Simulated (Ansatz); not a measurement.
# Surface energy of Ta(310) slab (24 atoms)

What is the surface energy of this cell, counted against the bulk crystal, and how far does it hang on functional and mesh?

Calculated with Ansatz 0.2.0: Kohn-Sham DFT, PBE, PAW (set soft_2), plane waves; cutoff 420 eV, fermi-dirac smearing of 0.1 eV. Cutoffs: 420 eV for PBE and PBEsol; 500 eV for r2SCAN.

**The cells**

The cell holds 24 atoms: 24 Ta. Its edges and angles: a = 6.640 Å, b = 5.506 Å, c = 26.549 Å, α = 90.0°, β = 90.0°, γ = 107.5°. It derives from Ta. The starting structure: Slab of Ta cut on (3 1 0), 11.5 Å thick, 2 x 1 surface cells, both faces free, 15 Å of vacuum; not relaxed. Lattice constants are starting values near those of PBE. Vacuum lies along c.

The bulk reference is Ta2 in a cell of 2 atoms, 18.297 Å³ an atom.

The input of the single point on the relaxed cell:

```yaml
crystal:
  lattice:
    - [6.64, 0.0, 0.0]
    - [-1.66, 5.24938, 0.0]
    - [0.0, 0.0, 26.54864]
  atoms:
    - { symbol: Ta, position: [0.30411, 0.21539, 0.29074] }
    - { symbol: Ta, position: [0.45388, 0.81506, 0.32112] }
    - { symbol: Ta, position: [0.10101, 0.4029, 0.36147] }
    - { symbol: Ta, position: [0.2505, 0.00153, 0.39934] }
    [... 18 atom lines left out ...]
    - { symbol: Ta, position: [0.79612, 0.18494, 0.67888] }
    - { symbol: Ta, position: [0.94589, 0.78461, 0.70926] }
kpoints:
  mp_grid: { grid: [6, 7, 1] }
hamiltonian:
  xc: pbe
scf:
  occupations: { method: fermi_dirac, width: 0.1 }
output:
  forces: true
  populations: true
  dos:
    method: { smearing: { sigma: 0.08 } }
    de: 0.1
    projected: { site_lists: { Ta: [Ta] } }
  eigenvalues: true
  write_density: true
  write_potential: true
  volumetric_format: npy
```

| cell | formula | k-mesh | relaxation steps | gain on relaxing (eV) | free energy, PBE (eV) | time of its runs on this page |
| --- | --- | --- | --- | --- | --- | --- |
| Ta(310) slab | Ta24 | 6×7×1 (relaxed on 4×5×1) | 5 | 1.04 | -238363.422 | 63 s |
| bulk Ta | Ta2 | 17×17×17 | - | - | -19864.546 | 21 s |

**Surface energy**

The excess is the cell's free energy less 12 times that of the bulk cell. It is divided by twice the area, as the cell holds two faces, so the value is their mean, and they need not be alike (34.86 Å²), with 1 eV/Å² = 16.022 J/m².

| level | k-mesh | excess (eV) | surface energy (J/m²) | per area (meV/Å²) |
| --- | --- | --- | --- | --- |
| PBE | 6×7×1 | 11.125 | 2.557 | 159.6 |
| PBE, denser mesh | 7×9×1 | 11.124 | 2.557 | 159.6 |
| r2SCAN | 6×7×1 | 11.976 | 2.752 | 171.8 |
| PBEsol | 6×7×1 | 12.301 | 2.827 | 176.5 |

Worked for the first row at PBE: (-238363.422) − 12 × (-19864.546) = 11.125 eV (from unrounded energies).

Then 11.125 / (2 × 34.86) × 16.022 = 2.557 J/m².

**Findings**

At PBE the surface energy is 2.56 J/m². At the same geometries the levels give 2.56 (PBE) to 2.83 J/m² (PBEsol) and the denser mesh leaves it within 0.01 J/m². Relaxing the atoms lowered it by 0.240 J/m² from the start (on the 4×5×1 mesh of the relaxation), and the farthest atom moved 0.23 Å.

Limits: The cell edges were held, so the lattice is the typed one for every functional. Cell and bulk are sampled on unlike meshes, and the error grows with the number of atoms subtracted. These are free energies under a smearing of 0.1 eV, whose entropy term isn't removed. Spin–orbit coupling is left out, which matters for the levels of the heavy elements. In some runs the program notes that the exchange-correlation potential is rough where the density is thin.

[Logs are printed without paths, hosts, clocks, repeated set-up lines and the standing remarks that a program may print on its own settings, such as how far it seeks lower states.]

[Hosts, paths, dates, database ids (printed as entryN), source tags and the programs' standing remarks are cut or masked in the printed files.]
